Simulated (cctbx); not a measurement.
# Symmetry from intensities

Cell: a = 11.4470 Å, b = 11.4470 Å, c = 6.9170 Å, α = 90.00°, β = 90.00°, γ = 90.00°. Expected content of the cell: Te16 Pd24 S8.

Simulated single-crystal data (cctbx): synchrotron X-rays, λ = 0.7749 Å, to d = 0.84 Å, 95 % of the full sphere, strongest reflection 70000 counts, noise from counting, a 2 % proportional error and a noise floor of 2 counts (s.d.); no absorption.

A first pass over the reflections prints:

```text
6098 reflections to d = 0.841 A
centring   violations  <I/sigma> of those
    A       2423 of  3056     17.2
    B       2426 of  3068     17.2
    C       2329 of  3044     17.5
    I       2349 of  3045     17.1
    R       3200 of  4075     16.7
    F       3589 of  4584     17.3
Laue class    unique    Rint  (classes that these axes allow; Friedel mates merged)
P -1             3208   0.017
P 1 2/m 1        1703   0.021
P 1 1 2/m        1758   0.020
P 2/m 1 1        1703   0.020
P m m m           975   0.022
P 4/m             884   0.022
P 4/m m m         523   0.023
space group    extra absences  I>4sigma  <I/sigma>
P 4 2 2                 0          0         -  acentric
P 4 21 2               27          0       0.1  acentric
P 42 2 2                8          0      -0.6  acentric
P 42 21 2              35          0      -0.1  acentric
P 4 m m                 0          0         -  acentric
P 4 b m               344          0      -0.0  acentric
P 42 m c              226          0      -0.0  acentric
P 42 b c              570          0      -0.0  acentric
P -4 2 m                0          0         -  acentric
P -4 2 c              226          0      -0.0  acentric
P -4 21 m              27          0       0.1  acentric
P -4 21 c             253          0      -0.0  acentric
P -4 m 2                0          0         -  acentric
P -4 b 2              344          0      -0.0  acentric
P 4/m m m               0          0         -  centric
P 4/m b m             344          0      -0.0  centric
P 42/m m c            226          0      -0.0  centric
P 42/m b c            570          0      -0.0  centric
Wilson B = 1.45 A^2   <|E^2-1|> = 0.966 (0.968 centric, 0.736 acentric)   E^2>4: 3.3 %
shell (A)         n   <I/sigma>
11.45 - 1.68     81     56.2
 1.68 - 1.33     68     55.1
 1.33 - 1.17     62     59.6
 1.17 - 1.06     66     62.3
 1.06 - 0.98     61     51.9
 0.98 - 0.93     65     43.6
 0.93 - 0.88     55     47.6
 0.88 - 0.84     65     41.9
```

Q: Read the symmetry from these tables.

Every centring test has many violations, so the lattice is primitive.

Rint stays low (0.017 to 0.023) up to P 4/m m m, the highest class in these axes.

18 settings pass the absence test. The most absences obeyed, 570, belong to P 42 b c and P 42/m b c, which absences can't tell apart.

⟨|E²−1|⟩ = 0.966 leans to a centrosymmetric structure. The Wilson B of 1.45 Å² means U ≈ 0.0184 Å².

The true group is P4_2/mbc (no. 135), Laue class 4/mmm, centrosymmetric. The tables only narrow the choice to the tied entries; cell content, site symmetry and trial solutions must settle it.

The model is made up (kin elements in a known structure type, no relaxation), so it says nothing on whether the phase exists.

[Logs are printed without paths, hosts, clocks, repeated set-up lines and the standing remarks that a program may print on its own settings, such as how far it seeks lower states.]
